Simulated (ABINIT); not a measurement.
# Quasiparticle gap of BaZrSe3 (P1) in ABINIT, part 2 of 3

How does a plane-wave GW calculation on BaZrSe3 (P1) run from the first input to the gap?

ABINIT 10.8.3; PBEsol and many-body steps on it, plane waves. Known limits of the many-body steps: not at the basis limit; no spin-orbit coupling; coarse k mesh.

So far. Step 2 (Ground state): The gap is indirect, with the least direct gap 0.54 eV higher.

**3. Bands along the symmetry lines**

Level of this step: DFT, PBEsol, plane waves, norm-conserving pseudopotentials (ABINIT).

The cheap functional maps the bands first; the places of the edges decide which points the dearer methods must see.

Contents of run.abi:

```
acell 3*1.0 Angstrom
rprim 
  5.287383000000 -0.000000000000 -0.000000000000
  0.003576000000 5.296392000000 -0.000000000000
  0.007950000000 0.010054000000 5.309462000000
ntypat 3
znucl 56 40 34
natom 5
typat 1 2 3 3 3
xred 
  0.998643000000 0.998478000000 0.998673000000
  0.476578000000 0.490069000000 0.476727000000
  0.488317000000 0.998506000000 0.502693000000
  0.983845000000 0.511636000000 0.518540000000
  0.492614000000 0.501310000000 0.993370000000
pp_dirpath "pseudos"
pseudos "Ba.upf, Zr.upf, Se.upf"
ecut 48
iscf -2
irdden 1
kptopt 0
nkpt 60
kpt 
  0.00000000 0.00000000 0.00000000
  0.00000000 -0.06250000 0.00000000
  0.00000000 -0.12500000 0.00000000
  0.00000000 -0.18750000 0.00000000
  0.00000000 -0.25000000 0.00000000
  0.00000000 -0.31250000 0.00000000
  0.00000000 -0.37500000 0.00000000
  0.00000000 -0.43750000 0.00000000
  0.00000000 -0.50000000 0.00000000
  -0.50000000 0.00000000 0.00000000
  -0.43750000 0.00000000 0.00000000
  -0.37500000 0.00000000 0.00000000
  -0.31250000 0.00000000 0.00000000
  -0.25000000 0.00000000 0.00000000
  -0.18750000 0.00000000 0.00000000
  -0.12500000 0.00000000 0.00000000
  -0.06250000 0.00000000 0.00000000
  0.00000000 0.00000000 0.00000000
  0.00000000 0.00000000 -0.06250000
  0.00000000 0.00000000 -0.12500000
  0.00000000 0.00000000 -0.18750000
  0.00000000 0.00000000 -0.25000000
  0.00000000 0.00000000 -0.31250000
  0.00000000 0.00000000 -0.37500000
  0.00000000 0.00000000 -0.43750000
  0.00000000 0.00000000 -0.50000000
  -0.50000000 -0.50000000 -0.50000000
  -0.43750000 -0.43750000 -0.43750000
  -0.37500000 -0.37500000 -0.37500000
  -0.31250000 -0.31250000 -0.31250000
  -0.25000000 -0.25000000 -0.25000000
  -0.18750000 -0.18750000 -0.18750000
  -0.12500000 -0.12500000 -0.12500000
  -0.06250000 -0.06250000 -0.06250000
  0.00000000 0.00000000 0.00000000
  -0.06250000 0.00000000 -0.06250000
  -0.12500000 0.00000000 -0.12500000
  -0.18750000 0.00000000 -0.18750000
  -0.25000000 0.00000000 -0.25000000
  -0.31250000 0.00000000 -0.31250000
  -0.37500000 0.00000000 -0.37500000
  -0.43750000 0.00000000 -0.43750000
  -0.50000000 -0.00000000 -0.50000000
  0.00000000 -0.50000000 -0.50000000
  0.00000000 -0.43750000 -0.43750000
  0.00000000 -0.37500000 -0.37500000
  0.00000000 -0.31250000 -0.31250000
  0.00000000 -0.25000000 -0.25000000
  0.00000000 -0.18750000 -0.18750000
  0.00000000 -0.12500000 -0.12500000
  0.00000000 -0.06250000 -0.06250000
  0.00000000 0.00000000 0.00000000
  -0.06250000 -0.06250000 0.00000000
  -0.12500000 -0.12500000 0.00000000
  -0.18750000 -0.18750000 0.00000000
  -0.25000000 -0.25000000 0.00000000
  -0.31250000 -0.31250000 0.00000000
  -0.37500000 -0.37500000 0.00000000
  -0.43750000 -0.43750000 0.00000000
  -0.50000000 -0.50000000 -0.00000000
istwfk *1
nband 54
nbdbuf 2
tolwfr 1e-08
nstep 40
prtwf 0
prtvol 0
indata_prefix "in"
outdata_prefix "out"
tmpdata_prefix "tmp"
```

Started as:

```sh
OMP_NUM_THREADS=1 mpirun -n 8 abinit run.abi > log
```

Numbers of over 12 decimals in the logs are rounded to 6 here.

What it wrote:

```text
.Version 10.8.3 of ABINIT. v10.8.2 released Aug 2026.

 Symmetries : space group P1 (#  1); Bravais aP (primitive triclinic)
[... echo of the input left out ...]
== DATASET  1 ==================================================================
-   mpi_nproc: 8, omp_nthreads: 1 (-1 if OMP is not activated)

--- !DatasetInfo
iteration_state: {dtset: 1, }
dimensions: {natom: 5, nkpt: 60, mband: 54, nsppol: 1, nspinor: 1, nspden: 1, mpw: 15990, }
cutoff_energies: {ecut:  48.0, pawecutdg:  -1.0, }
electrons: {nelect:   9.40000000E+01, charge:   0.00000000E+00, occopt:   1.00000000E+00, tsmear:   1.00000000E-02, }

 Real(R)+Recip(G) space primitive vectors, cartesian coordinates (Bohr,Bohr^-1):
 R(1)=  9.9917058  0.0000000  0.0000000  G(1)=  0.1000830 -0.0000676 -0.0001497
 R(2)=  0.0067577 10.0087303  0.0000000  G(2)=  0.0000000  0.0999128 -0.0001892
 R(3)=  0.0150233  0.0189993 10.0334291  G(3)=  0.0000000  0.0000000  0.0996668
 Unit cell volume ucvol=  1.0033859E+03 bohr^3
 Angles (23,13,12)=  8.98914470E+01  8.99142097E+01  8.99613152E+01 degrees

 getcut: wavevector=  0.0000  0.0000  0.0000  ngfft=  64  64  64
         ecut(hartree)=     48.000   => boxcut(ratio)=   2.04524

--- Pseudopotential description ------------------------------------------------
- Ba Generated using ONCVPSP code by D. R. Hamann
- 56.00000  10.00000  180301                  znucl, zion, pspdat
12 -116133 2 -1 1936                          pspcod,pspxc,lmax,lloc,mmax
     nproj     2     2     2
  pspatm : epsatm=   22.57506632
         --- l  ekb(1:nproj) -->
             0    6.556682    0.638229
             1    5.348860    0.533728
             2    4.518908    0.934050
 pspatm: atomic psp has been read  and splines computed

- Zr Generated using ONCVPSP code by D. R. Hamann
- 40.00000  12.00000  180301                  znucl, zion, pspdat
12 -116133 2 -1 1604                          pspcod,pspxc,lmax,lloc,mmax
     nproj     2     2     2
  pspatm : epsatm=   18.88750569
         --- l  ekb(1:nproj) -->
[...]
pspatm: atomic psp has been read  and splines computed

- Se Generated using ONCVPSP code by D. R. Hamann
- 34.00000  24.00000  180301                  znucl, zion, pspdat
12 -116133 2 -1 1198                          pspcod,pspxc,lmax,lloc,mmax
     nproj     2     2     2
  pspatm : epsatm=   25.27915816
         --- l  ekb(1:nproj) -->
[...]
pspatm: atomic psp has been read  and splines computed

--------------------------------------------------------------------------------

================================================================================
 prteigrs : about to open file out_EIG
 Non-SCF case, kpt    1 (  0.00000  0.00000  0.00000), residuals and eigenvalues=
  2.90E-09  2.93E-09  3.00E-09  2.70E-09  1.73E-09  1.98E-09  1.52E-09  2.22E-09
  2.02E-09  1.24E-09  3.29E-09  8.56E-09  2.51E-09  2.57E-09  5.63E-09  8.05E-09
[...]
Non-SCF case, kpt   59 ( -0.43750 -0.43750  0.00000), residuals and eigenvalues=
[...]
Non-SCF case, kpt   60 ( -0.50000 -0.50000 -0.00000), residuals and eigenvalues=
[...]
--- !ResultsGS
iteration_state: {dtset: 1, }
comment   : Summary of ground state results
lattice_vectors:
- [  9.9917058,  -0.0000000,  -0.0000000, ]
- [  0.0067577,  10.0087303,  -0.0000000, ]
- [  0.0150233,   0.0189993,  10.0334291, ]
lattice_lengths: [   9.99171,   10.00873,   10.03346, ]
lattice_angles: [ 89.891,  89.914,  89.961, ] # degrees, (23, 13, 12)
lattice_volume:   1.0033859E+03
convergence: {deltae:  0.000E+00, res2:  0.000E+00, residm:  9.991E-09, diffor:  0.000E+00, }
etotal    :  -1.09325098E+03
entropy   :   0.00000000E+00
fermie    :   2.12745016E-01
cartesian_stress_tensor: null
pressure_GPa: null
xred      :
- [  9.9864E-01,   9.9848E-01,   9.9867E-01, Ba]
- [  4.7658E-01,   4.9007E-01,   4.7673E-01, Zr]
- [  4.8832E-01,   9.9851E-01,   5.0269E-01, Se]
- [  9.8385E-01,   5.1164E-01,   5.1854E-01, Se]
- [  4.9261E-01,   5.0131E-01,   9.9337E-01, Se]
cartesian_forces: null
force_length_stats: {min: null, max: null, mean: null, }

 Integrated electronic density in atomic spheres:
 ------------------------------------------------
 Atom  Sphere_radius  Integrated_density
[...]
================================================================================

 ----iterations are completed or convergence reached----

 Mean square residual over all n,k,spin=   51.223E-10; max=  99.914E-10
 reduced coordinates (array xred) for    5 atoms
[...]
0.983845000000      0.511636000000      0.518540000000
       0.492614000000      0.501310000000      0.993370000000

 cartesian coordinates (angstrom) at end:
    1      5.291718     5.298372     5.302416
    2      2.525393     2.600391     2.531164
    3      2.589486     5.293533     2.669029
    4      5.207917     2.715038     2.753168
    5      2.614329     2.665122     5.274260
 length scales=  1.889726125908  1.889726125908  1.889726125908 bohr
              =  1.000000000000  1.000000000000  1.000000000000 angstroms
 prteigrs : about to open file out_EIG
 Eigenvalues (hartree) for nkpt=  60  k points:
 kpt#   1, nband= 54, wtk=  1.00000, kpt=  0.0000  0.0000  0.0000 (reduced coord)
[...]
kpt#   2, nband= 54, wtk=  1.00000, kpt=  0.0000 -0.0625  0.0000 (reduced coord)
[...]
kpt#   3, nband= 54, wtk=  1.00000, kpt=  0.0000 -0.1250  0.0000 (reduced coord)
[...]
kpt#  59, nband= 54, wtk=  1.00000, kpt= -0.4375 -0.4375  0.0000 (reduced coord)
[...]
0.29071    0.29202    0.30438    0.35031    0.36064    0.38860
 kpt#  60, nband= 54, wtk=  1.00000, kpt= -0.5000 -0.5000  0.0000 (reduced coord)
[...]
-0.27735   -0.27733   -0.27130   -0.24179   -0.22234   -0.22216    0.04314    0.06248
   0.07974    0.11226    0.11369    0.13273    0.14307    0.14374    0.20846    0.29090
   0.29285    0.29469    0.30356    0.35012    0.35777    0.39337

== END DATASET(S) ==============================================================
================================================================================

 -outvars: echo values of variables after computation  --------
            nband          54
             nkpt          60
          spgroup           1
 [... the other variables as echoed above ...]

 Calculation completed.
```

Wall time 3.8 min (8 MPI ranks of Intel Xeon Platinum 8488C (Sapphire Rapids), shared host); peak memory 1.6 GiB.

This step gave:

```
gap                        : 0.1584 eV
k of the valence top       : -0.5, -0.5, -0.5
k of the conduction bottom : 0, 0, 0
least direct gap           : 0.6966 eV
```

The gap is 0.158 eV, as in the run before at this level.

The electronic bands at the labelled points (eV, zero at the top of the highest filled band):

```csv
point,band 44,band 45,band 46,band 47,band 48,band 49,band 50,band 51
Γ,-1.26,-0.79,-0.61,-0.54,0.16,0.29,0.54,1.85
halfway,-1.77,-1.65,-1.01,-0.80,0.50,1.29,1.37,2.16
X,-2.45,-1.96,-1.12,-0.91,0.58,2.19,2.25,2.29
jump to Y,-2.41,-1.99,-1.04,-0.90,0.43,2.09,2.13,2.30
halfway,-1.72,-1.65,-0.91,-0.79,0.35,1.20,1.35,2.09
Γ,-1.26,-0.79,-0.61,-0.54,0.16,0.29,0.54,1.85
halfway,-1.79,-1.68,-0.84,-0.76,0.29,1.35,1.43,2.13
Z,-2.40,-1.99,-0.93,-0.85,0.37,2.17,2.27,2.32
jump to R,-3.58,-0.04,-0.03,0.00,2.34,2.53,2.61,3.01
halfway,-2.82,-1.06,-1.04,-0.71,1.39,1.51,1.55,3.20
Γ,-1.26,-0.79,-0.61,-0.54,0.16,0.29,0.54,1.85
halfway,-1.83,-1.51,-1.39,-0.89,1.21,1.34,1.43,2.47
T,-2.16,-1.87,-1.85,-0.14,2.13,2.20,2.20,2.56
jump to U,-2.03,-1.89,-1.83,-0.16,2.18,2.21,2.24,2.66
halfway,-1.87,-1.50,-1.40,-0.89,1.31,1.36,1.45,2.54
Γ,-1.26,-0.79,-0.61,-0.54,0.16,0.29,0.54,1.85
halfway,-1.90,-1.53,-1.33,-0.86,1.15,1.38,1.39,2.47
V,-2.18,-1.90,-1.88,-0.12,2.13,2.18,2.23,2.47
```

**4. Empty states on the mesh, 2×2×2 mesh, 118 bands**

The sums over transitions need many empty states on a uniform mesh; this step solves for them.

Contents of run.abi:

```
acell 3*1.0 Angstrom
rprim 
  5.287383000000 -0.000000000000 -0.000000000000
  0.003576000000 5.296392000000 -0.000000000000
  0.007950000000 0.010054000000 5.309462000000
ntypat 3
znucl 56 40 34
natom 5
typat 1 2 3 3 3
xred 
  0.998643000000 0.998478000000 0.998673000000
  0.476578000000 0.490069000000 0.476727000000
  0.488317000000 0.998506000000 0.502693000000
  0.983845000000 0.511636000000 0.518540000000
  0.492614000000 0.501310000000 0.993370000000
pp_dirpath "pseudos"
pseudos "Ba.upf, Zr.upf, Se.upf"
ecut 48
ngkpt 2 2 2
nshiftk 1
shiftk 0 0 0
kptopt 1
chksymbreak 0
iscf -2
irdden 1
istwfk *1
nband 118
nbdbuf 10
tolwfr 1e-09
nstep 60
prtvol 0
indata_prefix "in"
outdata_prefix "out"
tmpdata_prefix "tmp"
```

What it wrote:

```text
.Version 10.8.3 of ABINIT. v10.8.2 released Aug 2026.

 Symmetries : space group P1 (#  1); Bravais aP (primitive triclinic)
[... echo of the input left out ...]
== DATASET  1 ==================================================================
-   mpi_nproc: 8, omp_nthreads: 1 (-1 if OMP is not activated)

--- !DatasetInfo
iteration_state: {dtset: 1, }
dimensions: {natom: 5, nkpt: 8, mband: 118, nsppol: 1, nspinor: 1, nspden: 1, mpw: 15990, }
cutoff_energies: {ecut:  48.0, pawecutdg:  -1.0, }
electrons: {nelect:   9.40000000E+01, charge:   0.00000000E+00, occopt:   1.00000000E+00, tsmear:   1.00000000E-02, }

 Real(R)+Recip(G) space primitive vectors, cartesian coordinates (Bohr,Bohr^-1):
 R(1)=  9.9917058  0.0000000  0.0000000  G(1)=  0.1000830 -0.0000676 -0.0001497
 R(2)=  0.0067577 10.0087303  0.0000000  G(2)=  0.0000000  0.0999128 -0.0001892
 R(3)=  0.0150233  0.0189993 10.0334291  G(3)=  0.0000000  0.0000000  0.0996668
 Unit cell volume ucvol=  1.0033859E+03 bohr^3
 Angles (23,13,12)=  8.98914470E+01  8.99142097E+01  8.99613152E+01 degrees

 getcut: wavevector=  0.0000  0.0000  0.0000  ngfft=  64  64  64
         ecut(hartree)=     48.000   => boxcut(ratio)=   2.04524

--- Pseudopotential description ------------------------------------------------
- Ba Generated using ONCVPSP code by D. R. Hamann
- 56.00000  10.00000  180301                  znucl, zion, pspdat
12 -116133 2 -1 1936                          pspcod,pspxc,lmax,lloc,mmax
     nproj     2     2     2
  pspatm : epsatm=   22.57506632
         --- l  ekb(1:nproj) -->
             0    6.556682    0.638229
             1    5.348860    0.533728
             2    4.518908    0.934050
 pspatm: atomic psp has been read  and splines computed

- Zr Generated using ONCVPSP code by D. R. Hamann
- 40.00000  12.00000  180301                  znucl, zion, pspdat
12 -116133 2 -1 1604                          pspcod,pspxc,lmax,lloc,mmax
     nproj     2     2     2
  pspatm : epsatm=   18.88750569
         --- l  ekb(1:nproj) -->
[...]
pspatm: atomic psp has been read  and splines computed

- Se Generated using ONCVPSP code by D. R. Hamann
- 34.00000  24.00000  180301                  znucl, zion, pspdat
12 -116133 2 -1 1198                          pspcod,pspxc,lmax,lloc,mmax
     nproj     2     2     2
  pspatm : epsatm=   25.27915816
         --- l  ekb(1:nproj) -->
[...]
pspatm: atomic psp has been read  and splines computed

--------------------------------------------------------------------------------

================================================================================
 prteigrs : about to open file out_EIG
 Non-SCF case, kpt    1 (  0.00000  0.00000  0.00000), residuals and eigenvalues=
  6.55E-10  8.99E-10  7.95E-10  2.46E-10  3.35E-10  3.20E-10  2.91E-10  2.77E-10
  3.58E-10  2.63E-10  3.02E-10  4.05E-10  4.13E-10  2.20E-10  7.72E-10  9.46E-10
  7.49E-10  6.84E-10  9.34E-10  6.85E-10  9.18E-10  2.19E-10  9.44E-10  2.33E-10
[...]
1.01E-09  5.75E-06  2.38E-05  1.77E-05  2.72E-04  7.58E-04
 -7.3888E+00 -7.3880E+00 -7.3879E+00 -5.1720E+00 -5.1715E+00 -5.1715E+00
 -5.1714E+00 -5.1713E+00 -5.1707E+00 -5.1706E+00 -5.1705E+00 -5.1704E+00
[...]
1.1356E+00  1.1412E+00  1.1478E+00  1.1593E+00  1.1616E+00  1.2399E+00
  1.2419E+00  1.2461E+00  1.2906E+00  1.2919E+00
 prteigrs : prtvol=0 or 1, do not print more k-points.

--- !ResultsGS
iteration_state: {dtset: 1, }
comment   : Summary of ground state results
lattice_vectors:
- [  9.9917058,  -0.0000000,  -0.0000000, ]
- [  0.0067577,  10.0087303,  -0.0000000, ]
- [  0.0150233,   0.0189993,  10.0334291, ]
lattice_lengths: [   9.99171,   10.00873,   10.03346, ]
lattice_angles: [ 89.891,  89.914,  89.961, ] # degrees, (23, 13, 12)
lattice_volume:   1.0033859E+03
convergence: {deltae:  0.000E+00, res2:  0.000E+00, residm:  9.993E-10, diffor:  0.000E+00, }
etotal    :  -1.09325098E+03
entropy   :   0.00000000E+00
fermie    :   2.12745016E-01
cartesian_stress_tensor: null
pressure_GPa: null
xred      :
- [  9.9864E-01,   9.9848E-01,   9.9867E-01, Ba]
- [  4.7658E-01,   4.9007E-01,   4.7673E-01, Zr]
- [  4.8832E-01,   9.9851E-01,   5.0269E-01, Se]
- [  9.8385E-01,   5.1164E-01,   5.1854E-01, Se]
- [  4.9261E-01,   5.0131E-01,   9.9337E-01, Se]
cartesian_forces: null
force_length_stats: {min: null, max: null, mean: null, }

 Integrated electronic density in atomic spheres:
 ------------------------------------------------
 Atom  Sphere_radius  Integrated_density
[...]
================================================================================

 ----iterations are completed or convergence reached----

 Mean square residual over all n,k,spin=   51.776E-11; max=  99.932E-11
 reduced coordinates (array xred) for    5 atoms
[...]
0.983845000000      0.511636000000      0.518540000000
       0.492614000000      0.501310000000      0.993370000000

 cartesian coordinates (angstrom) at end:
    1      5.291718     5.298372     5.302416
    2      2.525393     2.600391     2.531164
    3      2.589486     5.293533     2.669029
    4      5.207917     2.715038     2.753168
    5      2.614329     2.665122     5.274260
 length scales=  1.889726125908  1.889726125908  1.889726125908 bohr
              =  1.000000000000  1.000000000000  1.000000000000 angstroms
 prteigrs : about to open file out_EIG
 Eigenvalues (hartree) for nkpt=   8  k points:
 kpt#   1, nband=118, wtk=  0.12500, kpt=  0.0000  0.0000  0.0000 (reduced coord)
[...]
1.00028    1.02645    1.03150    1.03560    1.07895    1.09225    1.10943    1.11310
   1.11527    1.11987    1.12160    1.12336    1.13560    1.14119    1.14782    1.15932
   1.16158    1.23987    1.24189    1.24611    1.29057    1.29192
 prteigrs : prtvol=0 or 1, do not print more k-points.

== END DATASET(S) ==============================================================
================================================================================

 -outvars: echo values of variables after computation  --------
            nband         118
             nkpt           8
          spgroup           1
 [... the other variables as echoed above ...]

 Calculation completed.
```

It took 74 s on 8 MPI ranks; peak memory 1.1 GiB; 9.8 min of CPU time.

This step gave:

```yaml
gap: 0.1584 eV
k_of_the_valence_top: 0.5, 0.5, 0.5
k_of_the_conduction_bottom: 0, 0, 0
least_direct_gap: 0.6966 eV
k_points_computed: 8
lowest_point_of_the_top_converged_band_above_the_valence_top: 24.78 eV
```

On this mesh the gap is 0.158 eV.

**5. Screening, 2×2×2 mesh, 108 bands, screening to 87.1 eV**

The RPA dielectric matrix is built and inverted for each q.

This step: RPA screening on PBEsol, plane waves, norm-conserving pseudopotentials.

run.abi: that of step 4 with these lines changed.

```diff
@@ -23,10 +23,11 @@
 chksymbreak 0
-iscf -2
-irdden 1
 istwfk *1
-nband 118
-nbdbuf 10
-tolwfr 1e-09
-nstep 60
-prtvol 0
+occopt 1
+irdwfk 1
+optdriver 3
+nband 108
+ecuteps 3.2
+inclvkb 2
+awtr 1
+symchi 1
 indata_prefix "in"
```

What it wrote:

```text
.Version 10.8.3 of ABINIT. v10.8.2 released Aug 2026.

 Symmetries : space group P1 (#  1); Bravais aP (primitive triclinic)
[... echo of the input left out ...]
== DATASET  1 ==================================================================
-   mpi_nproc: 8, omp_nthreads: 1 (-1 if OMP is not activated)

--- !DatasetInfo
iteration_state: {dtset: 1, }
dimensions: {natom: 5, nkpt: 8, mband: 108, nsppol: 1, nspinor: 1, nspden: 1, mpw: 15990, }
cutoff_energies: {ecut:  48.0, pawecutdg:  -1.0, }
electrons: {nelect:   9.40000000E+01, charge:   0.00000000E+00, occopt:   1.00000000E+00, tsmear:   1.00000000E-02, }

 SCREENING: Calculation of the susceptibility and dielectric matrices

 Based on a program developped by R.W. Godby, V. Olevano, G. Onida, and L. Reining.
 Incorporated in ABINIT by V. Olevano, G.-M. Rignanese, and M. Torrent.
.Using double precision arithmetic ; gwpc =  8

[... cell and pseudopotentials left out ...]
--------------------------------------------------------------------------------

 ==== K-mesh for the wavefunctions ====
 Number of points in the irreducible wedge :     8
[... list of points left out ...]
 Together with  1 symmetry operations and time-reversal symmetry
 yields     8 points in the full Brillouin Zone.

 ==== Q-mesh for the screening function ====
 Number of points in the irreducible wedge :     8
[... list of points left out ...]
 Together with  1 symmetry operations and time-reversal symmetry
 yields     8 points in the full Brillouin Zone.

 setmesh: FFT mesh size selected  =    40x   40x   40
          total number of points  =        64000

 vcoul_init : cutoff-mode = AUXILIARY_FUNCTION
 q-points for optical limit:   1
     1)      0.000010    0.000020    0.000030

- screening: taking advantage of time-reversal symmetry
- Maximum band index for partially occupied states nbvw = 47
- Remaining bands to be divided among processors   nbcw = 61
- Number of bands treated by each node ~7

 Number of electrons calculated from density =   94.0000; Expected =   94.0000
 average of density, n =  0.093683
 r_s =    1.3659
 omega_plasma =   29.5247 [eV]

 calculating chi0 at frequencies [eV] :
  1    0.000000E+00    0.000000E+00
  2    0.000000E+00    2.952470E+01

--------------------------------------------------------------------------------
  q-point number  1        q = ( 0.000000, 0.000000, 0.000000) [r.l.u.]
--------------------------------------------------------------------------------
[... chi0 elements left out ...]
 For q-point:  0.000010 0.000020 0.000030
  dielectric constant =  24.3577
  dielectric constant without local fields =  31.1300

  Average fulfillment of the sum rule on Im[epsilon] for q-point    1 :     28.25  [%]
[... wings left out ...]
  q-point number  2        q = ( 0.500000, 0.000000, 0.000000) [r.l.u.]
--------------------------------------------------------------------------------
[... chi0 elements left out ...]
  Average fulfillment of the sum rule on Im[epsilon] for q-point    2 :     33.24  [%]

 [... 6 further q-points ...]
```

Elapsed: 76 s, on 8 MPI ranks; peak memory 5.3 GiB; 10 min of CPU time.

This step gave:

* ε∞ with local fields, on this mesh, along the program's q direction: 24.36
* the same without local fields: 31.13
* plasma frequency: 29.52 eV
* plane waves in the screening matrix: 257

Local fields lower ε∞ by 22 %. On a Γ-centred mesh this coarse the value itself is usually too large, while a short band sum pulls it down.

[end of part 2 of 3]

[Paths, hosts, dates, memory and timing lines, banners, echoed tables and standing remarks are left out of the program output.]

[Logs are printed without paths, hosts, clocks, repeated set-up lines and the standing remarks that a program may print on its own settings, such as how far it seeks lower states.]

[Runs of the session that timed out or met a known fault of the program may be left out.]

[Hosts, paths, dates, database ids (printed as entryN), source tags and the programs' standing remarks are cut or masked in the printed files.]

[G0W0 gaps are taken among the corrected bands and points alone; a level outside them can change the order at an edge.]

[Where Ansatz stands beside ABINIT at settings called matched, ABINIT's density can come from a denser mesh and the files from another edition; pairs whose starting gaps differed by over 0.03 eV were left out, so agreement reads better than it is.]
